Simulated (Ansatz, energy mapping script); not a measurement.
# EuZn2P2: energy mapping under PBEsol+U (9 eV), part 2 of 3

Wanted: the magnetic order of EuZn2P2, its couplings and an estimate of its ordering temperature, by PBEsol+U (9 eV).

PBEsol with U = 9 eV on Eu f, ortho-atomic projectors; plane waves, U on orthogonalised atomic orbitals unless named otherwise, collinear spin, no spin–orbit coupling.

So far. Step 3 (Run 1 (parallel; cell A, 10 atoms)): The run ends ferromagnetic. Step 4 (Run 2 (compensated +−; cell A, 10 atoms)): The run ends antiferromagnetic, 3.68 meV a magnetic atom above the parallel order of its cell (energies taken at zero occupation width, not the printed F).

### Step 5. Parallel start in cell B (10 atoms)

The parallel order again, as the reference for this cell.

This run holds the same structure in another cell (b 6.911 → 4.064 Å, c 7.039 → 13.821 Å, γ 90.0 → 120.0°).

The input, input.yaml:

```yaml
crystal:
  lattice:
    - [4.064188119, 0.0, 0.0]
    - [-2.032094059, 3.519690156, 0.0]
    - [0.0, 0.0, 13.82145408]
  atoms:
    - { symbol: Eu, position: [0.0, 0.0, 0.0], spin: 7.0 }
    - { symbol: Eu, position: [0.0, 0.0, 0.5], spin: 7.0 }
    - { symbol: Zn, position: [0.666666667, 0.333333333, 0.182970715] }
    - { symbol: Zn, position: [0.666666667, 0.333333333, 0.682970715] }
    - { symbol: Zn, position: [0.333333333, 0.666666667, 0.317029285] }
    - { symbol: Zn, position: [0.333333333, 0.666666667, 0.817029285] }
    - { symbol: P, position: [0.666666667, 0.333333333, 0.36488309] }
    - { symbol: P, position: [0.666666667, 0.333333333, 0.86488309] }
    - { symbol: P, position: [0.333333333, 0.666666667, 0.13511691] }
    - { symbol: P, position: [0.333333333, 0.666666667, 0.63511691] }
magnetization:
  spin_polarized: true
kpoints:
  mp_grid: { grid: [8, 8, 2] }
hamiltonian:
  xc: pbesol
  hubbard:
    sites:
      - { species: Eu, l: f, u_eff: 9.0 }
      - { site: 0, l: f, u_eff: 9.0, starting_ns: [{ spin: up, occupation_matrix: eu1_major }, { spin: down, occupation_matrix: eu1_minor }] }
      - { site: 1, l: f, u_eff: 9.0, starting_ns: [{ spin: up, occupation_matrix: eu1_major }, { spin: down, occupation_matrix: eu1_minor }] }
    projectors: ortho-atomic
    occupation_matrices:
      eu1_major:
        matrix:
          - [0.995, 0.0, 0.0, 0.0, 0.0, 0.0, 0.001]
          - [0.0, 0.993, 0.0, 0.0, -0.002, 0.0, 0.0]
          - [0.0, 0.0, 0.993, -0.002, 0.0, 0.0, 0.0]
          - [0.0, 0.0, -0.002, 0.993, 0.0, 0.0, 0.0]
          - [0.0, -0.002, 0.0, 0.0, 0.993, 0.0, 0.0]
          - [0.0, 0.0, 0.0, 0.0, 0.0, 0.995, 0.0]
          - [0.001, 0.0, 0.0, 0.0, 0.0, 0.0, 0.994]
      eu1_minor:
        matrix:
          - [0.002, 0.0, 0.0, 0.0, 0.0, 0.0, -0.001]
          - [0.0, 0.001, 0.0, 0.0, 0.0, 0.0, 0.0]
          - [0.0, 0.0, 0.001, 0.0, 0.0, 0.0, 0.0]
          - [0.0, 0.0, 0.0, 0.002, 0.0, 0.0, 0.0]
          - [0.0, 0.0, 0.0, 0.0, 0.002, 0.0, 0.0]
          - [0.0, 0.0, 0.0, 0.0, 0.0, 0.001, 0.0]
          - [-0.001, 0.0, 0.0, 0.0, 0.0, 0.0, 0.002]
scf:
  occupations: { method: fermi_dirac, width: 0.1 }
output:
  eigenvalues: true
```

On the command line:

```
$ ansatz run input.yaml --threads 4 --pin off --max-ram 8192MiB --backend cpu --events-out ev --progress --plain --runs-dir out
```

Numbers of over 12 decimals in the logs are rounded to 6 here.

What it wrote:

```text
[...]
Crystal: 10 atoms, lattice volume = 197.712 Å³
Basis set: ecut = 420 eV, 3863 PW (Γ)
Bands: 70, of which v1, the nominal top of the filled ones, is band 51 counted from 1 (50 counted from 0)
Symmetry: 24 space group operations
[...]
k-points: 20 of 128
[...]
Starting moments: Σ|m| = 14 μB on 2 of 10 sites
[...]
k-point 0 ↑: bands = [... 47 lower, 7.2745, 7.4375, 8.1484, 8.1484, 8.6993, 8.6993, 8.9982, 8.9982, ... 15 higher]
  k-point 1 ↑: bands = [... 47 lower, 7.0769, 8.3327, 8.3327, 8.3327, 8.3327, 8.6730, 8.6730, 9.5076, ... 15 higher]
  k-point 2 ↑: bands = [... 47 lower, 7.2225, 7.3748, 7.4259, 8.0282, 8.0703, 8.3311, 8.3748, 8.6617, ... 15 higher]
  k-point 19 ↓: bands = [... 47 lower, 12.6207, 13.6880, 13.6880, 13.8271, 13.8271, 14.1895, 14.1895, 15.1030, ... 15 higher]
Occupation matrices written to <dir>
[key lines of the parts left out:]
SCF converged after 18 iterations
Magnetization: 14.0006 μB (58.0003 up, 43.9997 down)
Free energy (F): -33419.149903 eV
Fermi energy:    9.938409 eV
```

Run time: 14 s. Hardware: 4 threads of Arm Neoverse V2, shared host; peak memory 0.98 GiB.

The run ends ferromagnetic. For each magnetic atom its energy differs from the parallel run of the first cell by 0.10 meV, an error that one common reference would have brought in.

### Step 6. Run 4 (compensated +−; cell B, 10 atoms)

This order reverses 0 of the 6 neighbours at 4.06 Å, 2 of the 2 neighbours at 6.91 Å and 12 of the 12 neighbours at 8.02 Å, counted for an average magnetic atom.

input.yaml: that of step 5 with these lines changed.

```diff
@@ -7,3 +7,3 @@
     - { symbol: Eu, position: [0.0, 0.0, 0.0], spin: 7.0 }
-    - { symbol: Eu, position: [0.0, 0.0, 0.5], spin: 7.0 }
+    - { symbol: Eu, position: [0.0, 0.0, 0.5], spin: -7.0 }
     - { symbol: Zn, position: [0.666666667, 0.333333333, 0.182970715] }
@@ -26,3 +26,3 @@
       - { site: 0, l: f, u_eff: 9.0, starting_ns: [{ spin: up, occupation_matrix: eu1_major }, { spin: down, occupation_matrix: eu1_minor }] }
-      - { site: 1, l: f, u_eff: 9.0, starting_ns: [{ spin: up, occupation_matrix: eu1_major }, { spin: down, occupation_matrix: eu1_minor }] }
+      - { site: 1, l: f, u_eff: 9.0, starting_ns: [{ spin: up, occupation_matrix: eu1_minor }, { spin: down, occupation_matrix: eu1_major }] }
     projectors: ortho-atomic
```

What it wrote:

```text
[...]
Crystal: 10 atoms, lattice volume = 197.712 Å³
Basis set: ecut = 420 eV, 3863 PW (Γ)
Bands: 70, of which v1, the nominal top of the filled ones, is band 51 counted from 1 (50 counted from 0)
Symmetry: 12 space group operations
[...]
k-points: 20 of 128
[...]
Starting moments: Σ|m| = 14 μB on 2 of 10 sites
[...]
k-point 1 ↑: bands = [... 47 lower, 9.2846, 9.2846, 9.5329, 9.5329, 10.3996, 10.5016, 11.6997, 11.8083, ... 15 higher]
  k-point 2 ↑: bands = [... 47 lower, 8.5833, 8.9108, 9.3606, 9.4041, 11.0845, 11.2661, 11.4270, 12.1506, ... 15 higher]
  k-point 19 ↓: bands = [... 47 lower, 7.4384, 7.5502, 7.8074, 7.9528, 11.7956, 12.0042, 12.3862, 12.5382, ... 15 higher]
Occupation matrices written to <dir>
[key lines of the parts left out:]
SCF converged after 13 iterations
Magnetization: 0.0000 μB (51.0000 up, 51.0000 down)
Free energy (F): -33419.151474 eV
Fermi energy:    9.930842 eV
```

Wall time 6.7 s (4 threads); peak memory 1 GiB; 26 s of CPU time.

The run ends antiferromagnetic, 0.86 meV a magnetic atom below the parallel order of its cell (energies taken at zero occupation width, not the printed F).

### Step 7. Run 5 (parallel; cell C, 10 atoms)

A new cell needs its own zero of energy.

This run holds the same structure in another cell (b 4.064 → 7.039 Å, c 13.821 → 8.017 Å, α 90.0 → 116.0°, β 90.0 → 104.7°, γ 120.0 → 90.0°).

The input, input.yaml:

```yaml
crystal:
  lattice:
    - [-4.064188119, 0.0, 0.0]
    - [1.0e-09, 7.039380312, 0.0]
    - [2.032094059, -3.519690156, -6.91072704]
  atoms:
    - { symbol: Eu, position: [0.0, 0.0, 0.0], spin: 7.0 }
    - { symbol: Eu, position: [0.5, 0.5, 0.0], spin: 7.0 }
    - { symbol: Zn, position: [0.317029284, 0.983695951, 0.63405857] }
    - { symbol: Zn, position: [0.817029285, 0.483695952, 0.63405857] }
    - { symbol: Zn, position: [0.682970716, 0.016304049, 0.36594143] }
    - { symbol: Zn, position: [0.182970715, 0.516304048, 0.36594143] }
    - { symbol: P, position: [0.13511691, 0.801783576, 0.27023382] }
    - { symbol: P, position: [0.63511691, 0.301783577, 0.27023382] }
    - { symbol: P, position: [0.86488309, 0.198216424, 0.72976618] }
    - { symbol: P, position: [0.36488309, 0.698216423, 0.72976618] }
magnetization:
  spin_polarized: true
kpoints:
  mp_grid: { grid: [7, 5, 7] }
hamiltonian:
  xc: pbesol
  hubbard:
    sites:
      - { species: Eu, l: f, u_eff: 9.0 }
      - { site: 0, l: f, u_eff: 9.0, starting_ns: [{ spin: up, occupation_matrix: eu1_major }, { spin: down, occupation_matrix: eu1_minor }] }
      - { site: 1, l: f, u_eff: 9.0, starting_ns: [{ spin: up, occupation_matrix: eu1_major }, { spin: down, occupation_matrix: eu1_minor }] }
    projectors: ortho-atomic
    occupation_matrices:
      eu1_major:
        matrix:
          - [0.995, 0.0, 0.0, 0.0, 0.0, 0.0, 0.001]
          - [0.0, 0.993, 0.0, 0.0, -0.002, 0.0, 0.0]
          - [0.0, 0.0, 0.993, -0.002, 0.0, 0.0, 0.0]
          - [0.0, 0.0, -0.002, 0.993, 0.0, 0.0, 0.0]
          - [0.0, -0.002, 0.0, 0.0, 0.993, 0.0, 0.0]
          - [0.0, 0.0, 0.0, 0.0, 0.0, 0.995, 0.0]
          - [0.001, 0.0, 0.0, 0.0, 0.0, 0.0, 0.994]
      eu1_minor:
        matrix:
          - [0.002, 0.0, 0.0, 0.0, 0.0, 0.0, -0.001]
          - [0.0, 0.001, 0.0, 0.0, 0.0, 0.0, 0.0]
          - [0.0, 0.0, 0.001, 0.0, 0.0, 0.0, 0.0]
          - [0.0, 0.0, 0.0, 0.002, 0.0, 0.0, 0.0]
          - [0.0, 0.0, 0.0, 0.0, 0.002, 0.0, 0.0]
          - [0.0, 0.0, 0.0, 0.0, 0.0, 0.001, 0.0]
          - [-0.001, 0.0, 0.0, 0.0, 0.0, 0.0, 0.002]
scf:
  occupations: { method: fermi_dirac, width: 0.1 }
output:
  eigenvalues: true
```

What it wrote:

```text
[...]
Crystal: 10 atoms, lattice volume = 197.712 Å³
Basis set: ecut = 420 eV, 3899 PW (Γ)
Bands: 70, of which v1, the nominal top of the filled ones, is band 51 counted from 1 (50 counted from 0)
Symmetry: 8 space group operations
[...]
k-points: 72 of 245
[...]
Starting moments: Σ|m| = 14 μB on 2 of 10 sites
[...]
k-point 0 ↑: bands = [... 47 lower, 7.0140, 7.0142, 7.0469, 7.0772, 8.1481, 8.1483, 8.8207, 8.9686, ... 15 higher]
  k-point 1 ↑: bands = [... 47 lower, 7.0152, 7.0499, 7.0599, 7.0773, 8.2105, 8.2107, 8.6152, 8.7064, ... 15 higher]
  k-point 2 ↑: bands = [... 47 lower, 7.0181, 7.0773, 7.1020, 7.3081, 7.9892, 8.3851, 8.3853, 8.4175, ... 15 higher]
  k-point 71 ↓: bands = [... 47 lower, 12.1210, 12.3909, 12.5404, 13.3400, 13.4458, 14.0964, 14.5830, 15.4969, ... 15 higher]
Occupation matrices written to <dir>
[key lines of the parts left out:]
SCF converged after 18 iterations
Magnetization: 14.0005 μB (58.0002 up, 43.9998 down)
Free energy (F): -33419.151237 eV
Fermi energy:    9.943625 eV
```

The job ended after 64 s (4 threads; peak memory 1.9 GiB).

The run ends ferromagnetic. For each magnetic atom its energy differs from the parallel run of the first cell by -0.74 meV, an error that one common reference would have brought in.

### Step 8. Run 6 (compensated +−; cell C, 10 atoms)

This order reverses 4 of the 6 neighbours at 4.06 Å, 2 of the 2 neighbours at 6.91 Å and 4 of the 12 neighbours at 8.02 Å, counted for an average magnetic atom.

input.yaml: that of step 7 with these lines changed.

```diff
@@ -7,3 +7,3 @@
     - { symbol: Eu, position: [0.0, 0.0, 0.0], spin: 7.0 }
-    - { symbol: Eu, position: [0.5, 0.5, 0.0], spin: 7.0 }
+    - { symbol: Eu, position: [0.5, 0.5, 0.0], spin: -7.0 }
     - { symbol: Zn, position: [0.317029284, 0.983695951, 0.63405857] }
@@ -26,3 +26,3 @@
       - { site: 0, l: f, u_eff: 9.0, starting_ns: [{ spin: up, occupation_matrix: eu1_major }, { spin: down, occupation_matrix: eu1_minor }] }
-      - { site: 1, l: f, u_eff: 9.0, starting_ns: [{ spin: up, occupation_matrix: eu1_major }, { spin: down, occupation_matrix: eu1_minor }] }
+      - { site: 1, l: f, u_eff: 9.0, starting_ns: [{ spin: up, occupation_matrix: eu1_minor }, { spin: down, occupation_matrix: eu1_major }] }
     projectors: ortho-atomic
```

What it wrote:

```text
[...]
Crystal: 10 atoms, lattice volume = 197.712 Å³
Basis set: ecut = 420 eV, 3899 PW (Γ)
Bands: 70, of which v1, the nominal top of the filled ones, is band 51 counted from 1 (50 counted from 0)
Symmetry: 4 space group operations
[...]
k-points: 72 of 245
[...]
Starting moments: Σ|m| = 14 μB on 2 of 10 sites
[...]
k-point 1 ↑: bands = [... 47 lower, 8.6184, 9.2571, 9.6250, 9.6296, 10.3917, 10.5141, 11.6365, 11.7196, ... 15 higher]
  k-point 2 ↑: bands = [... 47 lower, 8.4279, 8.4298, 9.3284, 9.3315, 10.3102, 10.4566, 11.7821, 12.2504, ... 15 higher]
  k-point 71 ↓: bands = [... 47 lower, 7.9952, 8.2976, 8.5483, 8.6142, 10.4399, 10.7437, 11.8570, 12.0447, ... 15 higher]
Occupation matrices written to <dir>
[key lines of the parts left out:]
SCF converged after 14 iterations
Magnetization: 0.0000 μB (51.0000 up, 51.0000 down)
Free energy (F): -33419.142257 eV
Fermi energy:    9.953058 eV
```

The job ended after 48 s (4 threads; peak memory 1.9 GiB).

The run ends antiferromagnetic, 4.13 meV a magnetic atom above the parallel order of its cell (energies taken at zero occupation width, not the printed F).

### Step 9. Run 7 (parallel; cell D, 15 atoms)

A new cell needs its own zero of energy.

The input, input.yaml:

```yaml
crystal:
  lattice:
    - [4.064188119, 0.0, 0.0]
    - [-2.032094059, 3.519690156, 0.0]
    - [0.0, 0.0, 20.73218112]
  atoms:
    - { symbol: Eu, position: [0.0, 0.0, 0.0], spin: 7.0 }
    - { symbol: Eu, position: [0.0, 0.0, 0.333333333], spin: 7.0 }
    - { symbol: Eu, position: [0.0, 0.0, 0.666666667], spin: 7.0 }
    - { symbol: Zn, position: [0.666666667, 0.333333333, 0.121980477] }
    - { symbol: Zn, position: [0.666666667, 0.333333333, 0.45531381] }
    - { symbol: Zn, position: [0.666666667, 0.333333333, 0.788647143] }
    - { symbol: Zn, position: [0.333333333, 0.666666667, 0.211352857] }
    - { symbol: Zn, position: [0.333333333, 0.666666667, 0.54468619] }
    - { symbol: Zn, position: [0.333333333, 0.666666667, 0.878019523] }
    - { symbol: P, position: [0.666666667, 0.333333333, 0.243255393] }
    - { symbol: P, position: [0.666666667, 0.333333333, 0.576588727] }
    - { symbol: P, position: [0.666666667, 0.333333333, 0.90992206] }
    - { symbol: P, position: [0.333333333, 0.666666667, 0.09007794] }
    - { symbol: P, position: [0.333333333, 0.666666667, 0.423411273] }
    - { symbol: P, position: [0.333333333, 0.666666667, 0.756744607] }
magnetization:
  spin_polarized: true
kpoints:
  mp_grid: { grid: [8, 8, 2] }
hamiltonian:
  xc: pbesol
  hubbard:
    sites:
      - { species: Eu, l: f, u_eff: 9.0 }
      - { site: 0, l: f, u_eff: 9.0, starting_ns: [{ spin: up, occupation_matrix: eu1_major }, { spin: down, occupation_matrix: eu1_minor }] }
      - { site: 1, l: f, u_eff: 9.0, starting_ns: [{ spin: up, occupation_matrix: eu1_major }, { spin: down, occupation_matrix: eu1_minor }] }
      - { site: 2, l: f, u_eff: 9.0, starting_ns: [{ spin: up, occupation_matrix: eu1_major }, { spin: down, occupation_matrix: eu1_minor }] }
    projectors: ortho-atomic
    occupation_matrices:
      eu1_major:
        matrix:
          - [0.995, 0.0, 0.0, 0.0, 0.0, 0.0, 0.001]
          - [0.0, 0.993, 0.0, 0.0, -0.002, 0.0, 0.0]
          - [0.0, 0.0, 0.993, -0.002, 0.0, 0.0, 0.0]
          - [0.0, 0.0, -0.002, 0.993, 0.0, 0.0, 0.0]
          - [0.0, -0.002, 0.0, 0.0, 0.993, 0.0, 0.0]
          - [0.0, 0.0, 0.0, 0.0, 0.0, 0.995, 0.0]
          - [0.001, 0.0, 0.0, 0.0, 0.0, 0.0, 0.994]
      eu1_minor:
        matrix:
          - [0.002, 0.0, 0.0, 0.0, 0.0, 0.0, -0.001]
          - [0.0, 0.001, 0.0, 0.0, 0.0, 0.0, 0.0]
          - [0.0, 0.0, 0.001, 0.0, 0.0, 0.0, 0.0]
          - [0.0, 0.0, 0.0, 0.002, 0.0, 0.0, 0.0]
          - [0.0, 0.0, 0.0, 0.0, 0.002, 0.0, 0.0]
          - [0.0, 0.0, 0.0, 0.0, 0.0, 0.001, 0.0]
          - [-0.001, 0.0, 0.0, 0.0, 0.0, 0.0, 0.002]
scf:
  occupations: { method: fermi_dirac, width: 0.1 }
output:
  eigenvalues: true
```

What it wrote:

```text
[...]
Crystal: 15 atoms, lattice volume = 296.567 Å³
Basis set: ecut = 420 eV, 5805 PW (Γ)
Bands: 105, of which v1, the nominal top of the filled ones, is band 77 counted from 1 (76 counted from 0)
Symmetry: 36 space group operations
[...]
k-points: 20 of 128
[...]
Starting moments: Σ|m| = 21 μB on 3 of 15 sites
[...]
k-point 0 ↑: bands = [... 73 lower, 8.1484, 8.1819, 8.1819, 8.4628, 8.4628, 8.4628, 8.4628, 9.3021, ... 24 higher]
  k-point 1 ↑: bands = [... 73 lower, 8.2328, 8.2328, 8.2328, 8.2328, 8.6994, 8.6994, 8.9982, 8.9982, ... 24 higher]
  k-point 2 ↑: bands = [... 73 lower, 7.6071, 7.6917, 7.9311, 7.9891, 8.0703, 8.1456, 8.5520, 8.6617, ... 24 higher]
  k-point 19 ↓: bands = [... 73 lower, 13.5588, 13.5728, 13.5849, 13.5849, 14.1841, 14.1841, 14.2231, 14.8406, ... 24 higher]
Occupation matrices written to <dir>
[key lines of the parts left out:]
SCF converged after 18 iterations
Magnetization: 21.0009 μB (87.0004 up, 65.9996 down)
Free energy (F): -50128.724920 eV
Fermi energy:    9.931597 eV
```

Run time: 38 s. Hardware: 4 threads; peak memory 1.8 GiB; 2.4 min of CPU time.

The run ends ferromagnetic. For each magnetic atom its energy differs from the parallel run of the first cell by 0.02 meV, an error that one common reference would have brought in.

(Part 2 of 3 ends here.)

[Logs and program files are shortened in this print: banners, set-up blocks, solver, clock and traceback lines can be left out without a mark of their own.]

[Logs are printed without paths, hosts, clocks, repeated set-up lines and the standing remarks that a program may print on its own settings, such as how far it seeks lower states.]

[Hosts, paths, dates, database ids (printed as entryN), source tags and the programs' standing remarks are cut or masked in the printed files.]

[Where a cell is said to come from a database of computed structures, the database is the Materials Project.]
